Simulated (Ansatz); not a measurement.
# TbIn3: which shell does photoemission see at 21.2 and 100 eV? (LDA)

The valence band of TbIn3 mixes several shells. Work out by hand which one leads the spectrum's area at each photon energy.

Filled states come from the projected DOS of Ansatz 0.2.0 (LDA+U, plane waves); cross sections σ and asymmetry parameters β are those of free atoms in a Dirac–Hartree–Slater calculation. A shell's area is states × σ × angular factor, which is 1 − β·P₂(cos θ)/2 for unpolarised light, with θ = 60° from the beam and P₂ = -0.125.

**At 21.2 eV** (states counted from 11.2 eV below the zero; other shells add 0.049 to the products' sum of 11.5):

| shell | filled states a cell | cross section (Mb an electron) | β | angular factor | product | share by hand (%) | share in the simulated spectrum (%) |
| --- | --- | --- | --- | --- | --- | --- | --- |
| Tb 5d | 3.02 | 2.5 | 0.64 | 1.04 | 7.84 | 68 | 68 |
| Tb 4f | 8.00 | 0.159 | 1.65 | 1.10 | 1.4 | 12 | 12 |
| In 5p | 5.30 | 0.366 | 1.89 | 1.12 | 2.17 | 19 | 19 |
| In 4d | 0.10 | 0 | 0.00 | 1.00 | 0 | 0 | 0 |

**At 100 eV** (states counted from 25.1 eV below the zero; other shells add 0.45 to the products' sum of 10.9):

| shell | filled states a cell | cross section (Mb an electron) | β | angular factor | product | share by hand (%) | share in the simulated spectrum (%) |
| --- | --- | --- | --- | --- | --- | --- | --- |
| Tb 5d | 3.08 | 0.0145 | 1.97 | 1.12 | 0.0503 | 0 | 0 |
| Tb 4f | 8.01 | 0.722 | 0.36 | 1.02 | 5.91 | 54 | 54 |
| In 5p | 5.47 | 0.00743 | -0.01 | 1.00 | 0.0406 | 0 | 0 |
| In 4d | 29.92 | 0.133 | 1.96 | 1.12 | 4.46 | 41 | 41 |

Tb 5d leads at 21.2 eV and Tb 4f at 100 eV. Between the two energies σ of Tb 5d changes by a factor 0.0058 and that of Tb 4f by 4.6, so their ratio moves 783-fold in favour of the second. The simulated spectrum uses the same rule on the energy-resolved DOS, so the two share columns agree within a few points.

Only crystals where the two columns agree within 4 points and the lead is clear are worked in this form. Free-atom cross sections ignore the solid's final states, no escape depth or background enters, and the count of states a shell hangs on the projection.
